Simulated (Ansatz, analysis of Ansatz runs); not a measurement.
## Reproducing a measured local vibrational mode: bond-centred H+ along c in ZnO

How near does this set-up come to the measured local vibrational mode? Subject: bond-centred H+ along c in ZnO. Set-up: PBE, 72-site cell, PBE lattice, 420 eV, k: the single point 1/4 1/4 1/4. The model is a cell of 72 host atoms with 1 H put in. The frequencies come from force constants among the defect atom and its neighbours, with the masses of the isotopes named. A local or semilocal functional is the cheapest first rung.

Measured beforehand: O-H stretch, 1H: 3611.3 cm⁻¹ at 10 K, by IR absorption (quoted in “Hydrogen and Related Defects in Oxide Semiconductors”, 2012, M. C. Tarun, 2012 (Ph.D. dissertation, Washington State University), quoting earlier work (2002)). O-D stretch, 2H: 2668 cm⁻¹ at 9 K, by FTIR absorption (quoted in “Hydrogen-related defects in hydrothermally grown ZnO studied by Fourier Transform Infrared Spectroscopy”, 2010, Halvard Haug, quoting earlier work (2005)). The runs below try to reproduce this.

Method: plane-wave PAW DFT, PBE; relaxation of all atoms of a defect supercell, in Ansatz 0.2.0.

### Step 1. The structure

The cell holds 73 atoms: 36 Zn, 36 O and 1 H. Its edges and angles: a = 9.839 Å, b = 9.839 Å, c = 10.587 Å, α = 90.0°, β = 90.0°, γ = 120.0°. It derives from ZnO (space group P6_3mc). Nearest the centre at fractional (0.444, 0.556, 0.368): H73 at 0.00 Å, O36 at 1.00 Å, Zn33 at 1.70 Å, Zn46 at 2.35 Å, Zn14 at 2.35 Å, Zn38 at 2.35 Å, O43 at 2.68 Å, O11 at 2.68 Å. The cell carries charge +1.

The host's primitive cell comes from a first run (plane-wave PAW DFT, PBE; relaxation of the host's cell and atoms): vectors of 3.280, 3.280 and 5.293 Å. That is 12.33 Å³ an atom, 3.6 % over the diffraction cell's volume. The supercell is built on it.

### Step 2. Relaxation, charge +1

Every later number rests on the structure around the defect, so the atoms are relaxed at the host's lattice first.

relax/input.yaml reads:

```yaml
relax:
  f_tol: 0.01
  max_steps: 80
  random_displacement: { amplitude: 0.02, seed: 867 }
crystal:
  lattice:
    - [9.83855992, 0.0, 0.0]
    - [-4.91927996, 8.52044283, 0.0]
    - [0.0, 0.0, 10.58650209]
  atoms:
    - { symbol: Zn, position: [0.111111111, 0.222222222, 0.249983552] }
    - { symbol: Zn, position: [0.222222222, 0.111111111, -1.6448e-05] }
    - { symbol: O, position: [0.222222222, 0.111111111, 0.189521448] }
    - { symbol: O, position: [0.111111111, 0.222222222, 0.439521448] }
    - { symbol: Zn, position: [0.111111111, 0.222222222, 0.749983552] }
    - { symbol: Zn, position: [0.222222222, 0.111111111, 0.499983552] }
    - { symbol: O, position: [0.222222222, 0.111111111, 0.689521448] }
    - { symbol: O, position: [0.111111111, 0.222222222, 0.939521448] }
    - { symbol: Zn, position: [0.111111111, 0.555555556, 0.249983552] }
    - { symbol: Zn, position: [0.222222222, 0.444444444, -1.6448e-05] }
    - { symbol: O, position: [0.222222222, 0.444444444, 0.189521448] }
    - { symbol: O, position: [0.111111111, 0.555555556, 0.439521448] }
    - { symbol: Zn, position: [0.111111111, 0.555555556, 0.749983552] }
    - { symbol: Zn, position: [0.222222222, 0.444444444, 0.499983552] }
    - { symbol: O, position: [0.222222222, 0.444444444, 0.689521448] }
    - { symbol: O, position: [0.111111111, 0.555555556, 0.939521448] }
    - { symbol: Zn, position: [0.111111111, 0.888888889, 0.249983552] }
    - { symbol: Zn, position: [0.222222222, 0.777777778, -1.6448e-05] }
    - { symbol: O, position: [0.222222222, 0.777777778, 0.189521448] }
    - { symbol: O, position: [0.111111111, 0.888888889, 0.439521448] }
    - { symbol: Zn, position: [0.111111111, 0.888888889, 0.749983552] }
    - { symbol: Zn, position: [0.222222222, 0.777777778, 0.499983552] }
    - { symbol: O, position: [0.222222222, 0.777777778, 0.689521448] }
    - { symbol: O, position: [0.111111111, 0.888888889, 0.939521448] }
    - { symbol: Zn, position: [0.444444444, 0.222222222, 0.249983552] }
    - { symbol: Zn, position: [0.555555556, 0.111111111, -1.6448e-05] }
    - { symbol: O, position: [0.555555556, 0.111111111, 0.189521448] }
    - { symbol: O, position: [0.444444444, 0.222222222, 0.439521448] }
    - { symbol: Zn, position: [0.444444444, 0.222222222, 0.749983552] }
    - { symbol: Zn, position: [0.555555556, 0.111111111, 0.499983552] }
    - { symbol: O, position: [0.555555556, 0.111111111, 0.689521448] }
    - { symbol: O, position: [0.444444444, 0.222222222, 0.939521448] }
    - { symbol: Zn, position: [0.444444444, 0.555555556, 0.207476594] }
    - { symbol: Zn, position: [0.555555556, 0.444444444, -1.6448e-05] }
    - { symbol: O, position: [0.555555556, 0.444444444, 0.189521448] }
    - { symbol: O, position: [0.444444444, 0.555555556, 0.463136425] }
    - { symbol: Zn, position: [0.444444444, 0.555555556, 0.749983552] }
    - { symbol: Zn, position: [0.555555556, 0.444444444, 0.499983552] }
    - { symbol: O, position: [0.555555556, 0.444444444, 0.689521448] }
    - { symbol: O, position: [0.444444444, 0.555555556, 0.939521448] }
    - { symbol: Zn, position: [0.444444444, 0.888888889, 0.249983552] }
    - { symbol: Zn, position: [0.555555556, 0.777777778, -1.6448e-05] }
    - { symbol: O, position: [0.555555556, 0.777777778, 0.189521448] }
    - { symbol: O, position: [0.444444444, 0.888888889, 0.439521448] }
    - { symbol: Zn, position: [0.444444444, 0.888888889, 0.749983552] }
    - { symbol: Zn, position: [0.555555556, 0.777777778, 0.499983552] }
    - { symbol: O, position: [0.555555556, 0.777777778, 0.689521448] }
    - { symbol: O, position: [0.444444444, 0.888888889, 0.939521448] }
    - { symbol: Zn, position: [0.777777778, 0.222222222, 0.249983552] }
    - { symbol: Zn, position: [0.888888889, 0.111111111, -1.6448e-05] }
    - { symbol: O, position: [0.888888889, 0.111111111, 0.189521448] }
    - { symbol: O, position: [0.777777778, 0.222222222, 0.439521448] }
    - { symbol: Zn, position: [0.777777778, 0.222222222, 0.749983552] }
    - { symbol: Zn, position: [0.888888889, 0.111111111, 0.499983552] }
    - { symbol: O, position: [0.888888889, 0.111111111, 0.689521448] }
    - { symbol: O, position: [0.777777778, 0.222222222, 0.939521448] }
    - { symbol: Zn, position: [0.777777778, 0.555555556, 0.249983552] }
    - { symbol: Zn, position: [0.888888889, 0.444444444, -1.6448e-05] }
    - { symbol: O, position: [0.888888889, 0.444444444, 0.189521448] }
    - { symbol: O, position: [0.777777778, 0.555555556, 0.439521448] }
    - { symbol: Zn, position: [0.777777778, 0.555555556, 0.749983552] }
    - { symbol: Zn, position: [0.888888889, 0.444444444, 0.499983552] }
    - { symbol: O, position: [0.888888889, 0.444444444, 0.689521448] }
    - { symbol: O, position: [0.777777778, 0.555555556, 0.939521448] }
    - { symbol: Zn, position: [0.777777778, 0.888888889, 0.249983552] }
    - { symbol: Zn, position: [0.888888889, 0.777777778, -1.6448e-05] }
    - { symbol: O, position: [0.888888889, 0.777777778, 0.189521448] }
    - { symbol: O, position: [0.777777778, 0.888888889, 0.439521448] }
    - { symbol: Zn, position: [0.777777778, 0.888888889, 0.749983552] }
    - { symbol: Zn, position: [0.888888889, 0.777777778, 0.499983552] }
    - { symbol: O, position: [0.888888889, 0.777777778, 0.689521448] }
    - { symbol: O, position: [0.777777778, 0.888888889, 0.939521448] }
    - { symbol: H, position: [0.444444001, 0.555555999, 0.368445448] }
total_charge: 1
basis:
  ecutwfc: 420
  xc_grid: 2
hamiltonian:
  xc: pbe
kpoints:
  mp_grid: { grid: [1, 1, 1], shift: [0.25, 0.25, 0.25] }
scf:
  occupations: { method: fermi_dirac, width: 0.01 }
  max_iter: 120
output:
  forces: true
checkpoint:
  write: "../relax.run"
  compress: false
  write_wavefunctions: true
  write_every: 100000
```

Launch:

```bash
> ansatz run input.yaml --threads 2 --pin off --max-ram 4710MiB --backend cpu --events-out ev --progress --plain --runs-dir out
```

Numbers of over 12 decimals in the logs are rounded to 6 here.

The log of the run:

```text
[... repeated set-up lines and file paths are left out, and long positions are rounded to six places ...]
Engine: ansatz 0.2.0, aarch64-unknown-linux-gnu
Pseudopotentials: kind: paw
Pseudopotential: Zn, paw, valence charge 12, recommended cutoff 420 eV (normal), Zn.paw.azcp
Pseudopotential: O, paw, valence charge 6, recommended cutoff 420 eV (normal), O.paw.azcp
Pseudopotential: H, paw, valence charge 1, recommended cutoff 420 eV (normal), H.paw.azcp
Functional definition: PBE
  parameter kappa = 0.804
  parameter beta = 0.066725
  exchange = pbe_x(kappa = kappa, mu = beta*pi^2/3)
  correlation = pbe_c(beta = beta)
Crystal: 73 atoms, lattice volume = 887.455 Å³
Basis set: ecut = 420 eV, 17351 PW (Γ), exchange–correlation on 144×144×144 points (8 copies of the dense FFT grid, shifted against one another)
Bands: 397, of which v1, the nominal top of the filled ones, is band 324 counted from 1 (323 counted from 0)
Symmetry: 1 space group operations
k-points: 1
Non-local potential: Zn, projectors of the file, l = 0: 2, l = 1: 2, l = 2: 3, l = 3: 1
Non-local potential: O, projectors of the file, l = 0: 2, l = 1: 2, l = 2: 1
Non-local potential: H, projectors of the file, l = 0: 2, l = 1: 1
PAW form: soft (Blöchl's): semilocal exchange-correlation on the pseudo side does not see the compensation charge
PAW one-centre angular grid: Zn, 590 points (default); XC on 64 Gauss nodes
PAW one-centre angular grid: O, 110 points (default); XC on 64 Gauss nodes
PAW one-centre angular grid: H, 110 points (default); XC on 64 Gauss nodes
Initial density: superposition of atomic densities (neutral atoms scaled as one to the charged cell's electrons: chi_scale 0, normalization atom), corrected by the library's trained network
Initial wavefunctions: pseudopotential atomic-orbital guess
Functional: x = pbe(κ = 0.804, μ = 0.219515), c = pbe(β = 0.066725)
SCF iter   1: F=—  HF=-139949.604947 eV  |F-HF|=—  |Δ(HF+E_count)|=         —  Δρ=7.97e-3  dr2=3.34e-1  ethr=1.77e-3  ⟨swp⟩=6.0  Hψ=1403  notcnv=0  defer=9
preconditioner: auto → Resta (q_TF=auto, 2.589 Å⁻¹)  ε∞=7.4  [insulator: Δε(μ)=2.203 eV  Ē_g=12.566 eV  σ=0.010 eV  W_gap=1.00  n_scr=242 (ndim 8)  ℏωp=31.7 eV  f_vac=0.040  D(μ)=0.00/eV (n_scr^D=0)  ε∞_Penn≈7.4]
SCF iter   2: F=—  HF=-139949.529747 eV  |F-HF|=—  |Δ(HF+E_count)|=   7.52e-2  Δρ=1.52e-3  dr2=2.12e-2  ethr=5.16e-5  ⟨swp⟩=2.0  Hψ=751  notcnv=0  defer=66
SCF iter   3: F=—  HF=-139949.511905 eV  |F-HF|=—  |Δ(HF+E_count)|=   1.78e-2  Δρ=1.43e-3  dr2=1.94e-2  ethr=3.27e-6  ⟨swp⟩=2.0  Hψ=626  notcnv=0  defer=66
SCF iter   4: F=—  HF=-139949.508330 eV  |F-HF|=—  |Δ(HF+E_count)|=   3.57e-3  Δρ=4.18e-4  dr2=2.16e-3  ethr=2.99e-6  ⟨swp⟩=2.0  Hψ=625  notcnv=0  defer=66
SCF iter   5: F=—  HF=-139949.509557 eV  |F-HF|=—  |Δ(HF+E_count)|=   1.23e-3  Δρ=3.92e-4  dr2=9.44e-4  ethr=3.34e-7  ⟨swp⟩=2.0  Hψ=662  notcnv=0  defer=66
SCF iter   6: F=—  HF=-139949.509459 eV  |F-HF|=—  |Δ(HF+E_count)|=   9.80e-5  Δρ=7.46e-5  dr2=6.97e-5  ethr=1.46e-7  ⟨swp⟩=2.0  Hψ=647  notcnv=0  defer=66
SCF iter   7: F=—  HF=-139949.509474 eV  |F-HF|=—  |Δ(HF+E_count)|=   1.50e-5  Δρ=7.17e-5  dr2=3.35e-5  ethr=1.08e-8  ⟨swp⟩=3.0  Hψ=658  notcnv=0  defer=66
SCF iter   8: F=—  HF=-139949.509467 eV  |F-HF|=—  |Δ(HF+E_count)|=   7.41e-6  Δρ=2.10e-5  dr2=3.22e-6  ethr=5.16e-9  ⟨swp⟩=3.0  Hψ=654  notcnv=0  defer=66
SCF iter   9: F=-139949.509467 eV  HF=-139949.509467 eV  |F-HF|=7.00e-7  |Δ(HF+E_count)|=   4.21e-7  Δρ=1.20e-5  dr2=1.11e-6  ethr=3.86e-10  ⟨swp⟩=5.0  Hψ=1340  notcnv=0
SCF 1 converged in 9 iterations: F = -139949.509467 eV  dr2 = 1.11e-6
  greatest PAW one-centre occupation: 0.988 electrons in one spin orbital (limit 2), on the Zn atom at site 32 (counted from 0), in its partial waves of l = 2
relax step   1: F+E_penalty+E_count = -139949.50946656 eV  Δ(F+E_penalty+E_count) = +0.000e0 eV  max|allowed force component| = 1.861e0 eV/Å  Δτ_max = 0.0000 Å  (9 SCF iters, dr2 threshold 2.50e-6 eV, accepted)
[... the SCF cycles and remarks between the steps are left out from here to the last step ...]
relax step   2: F+E_penalty+E_count = -139950.09617367 eV  Δ(F+E_penalty+E_count) = -5.867e-1 eV  max|allowed force component| = 1.250e0 eV/Å  Δτ_max = 0.1041 Å  (6 SCF iters, dr2 threshold 1.00e-4 eV, accepted)
relax step   3: F+E_penalty+E_count = -139950.11888758 eV  Δ(F+E_penalty+E_count) = -2.271e-2 eV  max|allowed force component| = 7.095e0 eV/Å  Δτ_max = 0.1214 Å  (7 SCF iters, dr2 threshold 9.76e-5 eV, accepted)
relax step   4: F+E_penalty+E_count = -139950.49643562 eV  Δ(F+E_penalty+E_count) = -3.775e-1 eV  max|allowed force component| = 4.368e-1 eV/Å  Δτ_max = 0.1448 Å  (6 SCF iters, dr2 threshold 1.00e-4 eV, accepted)
relax step   5: F+E_penalty+E_count = -139950.50977656 eV  Δ(F+E_penalty+E_count) = -1.334e-2 eV  max|allowed force component| = 7.495e-2 eV/Å  Δτ_max = 0.0230 Å  (5 SCF iters, dr2 threshold 1.19e-5 eV, accepted)
relax step   6: F+E_penalty+E_count = -139950.51008198 eV  Δ(F+E_penalty+E_count) = -3.054e-4 eV  max|allowed force component| = 1.246e-1 eV/Å  Δτ_max = 0.0727 Å  (8 SCF iters, dr2 threshold 3.51e-7 eV, accepted)
relax step   7: F+E_penalty+E_count = -139950.51121021 eV  Δ(F+E_penalty+E_count) = -1.128e-3 eV  max|allowed force component| = 2.494e-2 eV/Å  Δτ_max = 0.0346 Å  (7 SCF iters, dr2 threshold 9.70e-7 eV, accepted)
relax step   8: F+E_penalty+E_count = -139950.51415670 eV  Δ(F+E_penalty+E_count) = -2.946e-3 eV  max|allowed force component| = 1.076e-2 eV/Å  Δτ_max = 0.0112 Å  (7 SCF iters, accepted)
relax step   9: F+E_penalty+E_count = -139950.51415413 eV  Δ(F+E_penalty+E_count) = +2.573e-6 eV  max|allowed force component| = 1.160e-2 eV/Å  Δτ_max = 0.0011 Å  (4 SCF iters, rejected (line search))
SCF iter   1: F=—  HF=-139950.514160 eV  |F-HF|=—  |Δ(HF+E_count)|=         —  Δρ=8.48e-5  dr2=2.69e-5  ethr=3.58e-8  ⟨swp⟩=5.0  Hψ=977  notcnv=0  defer=67
SCF iter   2: F=—  HF=-139950.514207 eV  |F-HF|=—  |Δ(HF+E_count)|=   4.66e-5  Δρ=4.19e-5  dr2=6.32e-6  ethr=4.16e-9  ⟨swp⟩=2.0  Hψ=780  notcnv=0  defer=67
SCF iter   3: F=—  HF=-139950.514205 eV  |F-HF|=—  |Δ(HF+E_count)|=   1.83e-6  Δρ=9.91e-6  dr2=6.49e-7  ethr=9.76e-10  ⟨swp⟩=3.0  Hψ=658  notcnv=0  defer=67
SCF iter   4: F=—  HF=-139950.514205 eV  |F-HF|=—  |Δ(HF+E_count)|=   1.42e-7  Δρ=3.44e-6  dr2=1.09e-7  ethr=1.00e-10  ⟨swp⟩=3.0  Hψ=661  notcnv=0  defer=67
SCF iter   5: F=-139950.514205 eV  HF=-139950.514205 eV  |F-HF|=2.75e-8  |Δ(HF+E_count)|=   6.66e-9  Δρ=1.69e-6  dr2=3.70e-8  ethr=1.54e-11  ⟨swp⟩=5.0  Hψ=1300  notcnv=0
SCF 10 converged in 5 iterations: F = -139950.514205 eV  dr2 = 3.70e-8
relax step  10: F+E_penalty+E_count = -139950.51420484 eV  Δ(F+E_penalty+E_count) = -4.814e-5 eV  max|allowed force component| = 7.595e-3 eV/Å  Δτ_max = 0.0005 Å  (5 SCF iters, accepted)
NSCF: frozen V_eff on 1 k-points
the band table was solved once a step of the walk had ended and its energy, with any forces and stress, was formed, with the checks that follow a solve (1330 applications of the Hamiltonian). They found nothing against the state; [...]
SCF converged after 5 iterations
Free energy (F): -139950.514205 eV
Harris-Foulkes:  -139950.514205 eV  (|F-HF|=2.75e-8)
Internal energy: -139950.514205 eV  (E = F + TS)
E sigma→0 (E₀):  -139950.514205 eV
Fermi energy:    7.698286 eV
--- Per-component energies (eV) ---
  E_band       = 908.816794
  E_kinetic    = 10987.906104
  E_local      = -73311.578468  (includes V_loc(G=0)·N_el)
  E_nonlocal   = 24028.961648
  E_hartree    = 30119.635776
  E_xc         = -7550.142319
  E_vxc        = -5204.855747  (∫ρ·V_xc dr)
  E_paw        = -71647.337738  (= ΣΔE_a)
  E_vpaw       = -15830.954191  (= ΣTr[D̂ρ^β])
  E_aug_tail   = 0.073569  (compensation charges beyond the density's cutoff)
  E_ewald      = -52578.032778
  E_smearing   = -0.000000  (= −TS)
  E_closure    = -0.000000  (closes the sum)
  E_deformation_potential = 13.610662  (in the stress; not in F)
  Σ components = -139950.514205   (vs F -139950.514205, Δ=0.00e0)
--- Forces (eV/Å), atoms counted from 1 ---
  atom   1  Zn     0.00127070    -0.00117590    -0.00076413
  atom   2  Zn    -0.00085337     0.00070672     0.00080633
  [... 8 atoms left out ...]
  atom  11  O      0.00179397     0.00008319     0.00000720
  [... 2 atoms left out ...]
  atom  14  Zn    -0.00422304    -0.00095853    -0.00085030
  [... 18 atoms left out ...]
  atom  33  Zn     0.00246992    -0.00119618     0.00759476
  [... 1 atom left out ...]
  atom  35  O     -0.00110194     0.00031099     0.00043636
  atom  36  O     -0.00177195     0.00058976    -0.00159202
  [... 1 atom left out ...]
  atom  38  Zn     0.00139308    -0.00071721    -0.00165858
  [... 4 atoms left out ...]
  atom  43  O      0.00038802    -0.00139138     0.00012771
  atom  44  O     -0.00016354    -0.00066693    -0.00230940
  [... 1 atom left out ...]
  atom  46  Zn    -0.00126119     0.00410403    -0.00074358
  [... 26 atoms left out ...]
  atom  73  H      0.00154726     0.00016196    -0.00240019
  max |Σ_I F_I| component: 2.05e-5 eV/Å
--- Band table (eV) ---
  k-point 0: bands = ["-12.8602", "-10.9890", "-10.8879", "-10.8471", [... 389 left out ...] "16.7043", "16.7486", "16.7577", "16.8040"]
--- Relaxed structure (10 steps of the walk, 9 accepted, 0 SCFs on fresh bases) ---
  F+E_penalty+E_count = -139950.51420484 eV   max|allowed force component| = 7.595e-3 eV/Å
  atoms:
    - { symbol: Zn, position: [0.110903, 0.221984, 0.250235] }
    - { symbol: Zn, position: [0.221873, 0.109516, 0.000890] }
    [... 8 atoms left out ...]
    - { symbol: O, position: [0.218211, 0.442729, 0.185221] }
    [... 2 atoms left out ...]
    - { symbol: Zn, position: [0.208376, 0.437237, 0.509516] }
    [... 18 atoms left out ...]
    - { symbol: Zn, position: [0.444274, 0.556042, 0.173208] }
    [... 1 atom left out ...]
    - { symbol: O, position: [0.557407, 0.443064, 0.185373] }
    - { symbol: O, position: [0.444882, 0.555653, 0.463959] }
    [... 1 atom left out ...]
    - { symbol: Zn, position: [0.563271, 0.437216, 0.509761] }
    [... 4 atoms left out ...]
    - { symbol: O, position: [0.557595, 0.782124, 0.185296] }
    - { symbol: O, position: [0.445062, 0.888211, 0.439786] }
    [... 1 atom left out ...]
    - { symbol: Zn, position: [0.563229, 0.792112, 0.509636] }
    [... 26 atoms left out ...]
    - { symbol: H, position: [0.445108, 0.555730, 0.371941] }
```

The job ended after 6.4 min (2 threads of Arm Neoverse V2, shared host; peak memory 2.2 GiB; 13 min of CPU time).

[end of part 1 of 2]

[Logs are printed without paths, hosts, clocks, repeated set-up lines and the standing remarks that a program may print on its own settings, such as how far it seeks lower states.]

[Hosts, paths, dates, database ids (printed as entryN), source tags and the programs' standing remarks are cut or masked in the printed files.]

[For some hosts the program warned that the k-mesh of the response run may be too coarse for force constants and the static dielectric constant; such warnings are not shown here.]
